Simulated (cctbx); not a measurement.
**Accept or mend?**

Cell a = 5.0200 Å, b = 8.3300 Å, c = 8.0990 Å, α = 90.00°, β = 96.38°, γ = 90.00°; space group P2_1/m (no. 11). The compound is AgP3O8.

The data are simulated with cctbx, not measured: synchrotron X-rays, λ = 0.6889 Å, to d = 0.84 Å, 70 % of the full sphere, strongest reflection 20000 counts, noise from counting, a 6 % proportional error and a noise floor of 2 counts (s.d.); no absorption.

An anisotropic refinement with weights 1/σ² prints:

```text
Rint 0.042, 620 unique reflections to 0.84 A
cycle     R1     wR2    GooF  max shift (A)
   1  0.0424  0.1227   2.459   0.00629
   2  0.0227  0.0600   1.202   0.00010
final R1 0.0227 wR2 0.0600 GooF 1.202  parameters 60  data/parameter 10.3
atom        x        y        z      Ueq    occ   su(xyz)  su(Uiso or U11)
Ag1    0.93149  0.75000  0.05825   0.0212  1.000  0.00006  0.0002
P1     0.91240  0.75000  0.57497   0.0279  1.000  0.00024  0.0007
P2     0.42934  0.94761  0.67828   0.0251  1.000  0.00018  0.0005
O1     0.68108  0.58519  0.50486   0.0362  1.000  0.00055  0.0014
O2     0.41325  0.25000  0.24599   0.0410  1.000  0.00079  0.0022
O3     0.87150  0.25000  0.56589   0.0379  1.000  0.00078  0.0018
F1     0.43119  0.93420  0.17284   0.0527  1.000  0.00053  0.0015
O4     0.09622  0.89649  0.72773   0.0395  1.000  0.00057  0.0015
difference map: max 0.35 min -0.53 rms 0.11
Q1    0.3995  0.7066  0.1424    4    0.37  1.21 A from F1
Q2    0.5195  0.2500  0.7569    2    0.36  1.65 A from F1
Q3    0.5050  0.1720  0.6358    4    0.35  1.57 A from O1
Q4    0.3157  0.0305  0.2402    4    0.32  1.16 A from F1
Q5    0.3053  0.2500  0.4689    2    0.31  1.11 A from P1
Q6    0.3042  0.7500  0.0388    2    0.31  1.90 A from Ag1
```

Q: Accept it or mend it, and why?

Mend it. The fault: wrong element: F1 is O. Against the right model at the same level, R1 goes from 0.0185 to 0.0227 and GooF from 0.92 to 1.20 and U of F1 swells from 0.0373 to 0.0527 Å². F1 has 1 electron too many and its U swells to shed them, as expected (near an absorption edge f′ can widen the mismatch well beyond the difference in Z).

The compound is AgP3O8. The right model at the same level gives:

```text
Rint 0.042, 620 unique reflections to 0.84 A
cycle     R1     wR2    GooF  max shift (A)
   1  0.0317  0.0899   1.801   0.00491
   2  0.0185  0.0460   0.922   0.00000
final R1 0.0185 wR2 0.0460 GooF 0.922  parameters 60  data/parameter 10.3
atom        x        y        z      Ueq    occ   su(xyz)  su(Uiso or U11)
Ag1    0.93154  0.75000  0.05822   0.0211  1.000  0.00004  0.0002
P1     0.91256  0.75000  0.57502   0.0279  1.000  0.00018  0.0005
P2     0.42937  0.94758  0.67824   0.0248  1.000  0.00013  0.0004
O1     0.68072  0.58520  0.50504   0.0364  1.000  0.00042  0.0011
O2     0.41358  0.25000  0.24646   0.0413  1.000  0.00062  0.0017
O3     0.87151  0.25000  0.56636   0.0375  1.000  0.00060  0.0014
O4     0.43161  0.93445  0.17273   0.0373  1.000  0.00041  0.0011
O5     0.09621  0.89644  0.72717   0.0397  1.000  0.00044  0.0012
difference map: max 0.34 min -0.47 rms 0.10
Q1    0.5049  0.1693  0.6399    4    0.36  1.58 A from O1
Q2    0.5196  0.2500  0.7522    2    0.34  1.66 A from O4
Q3    0.3096  0.2500  0.4742    2    0.33  1.14 A from P1
Q4    0.4145  0.7500  0.6738    2    0.31  1.02 A from O2
Q5    0.3908  0.1551  0.3494    4    0.30  1.16 A from O2
Q6    0.1408  0.7500  0.5932    2    0.30  1.14 A from P1
```

This is a model crystal, built by substitution and not relaxed, with assumed displacement parameters.

[Middle refinement cycles are left out of these outputs.]

[Logs are printed without paths, hosts, clocks, repeated set-up lines and the standing remarks that a program may print on its own settings, such as how far it seeks lower states.]
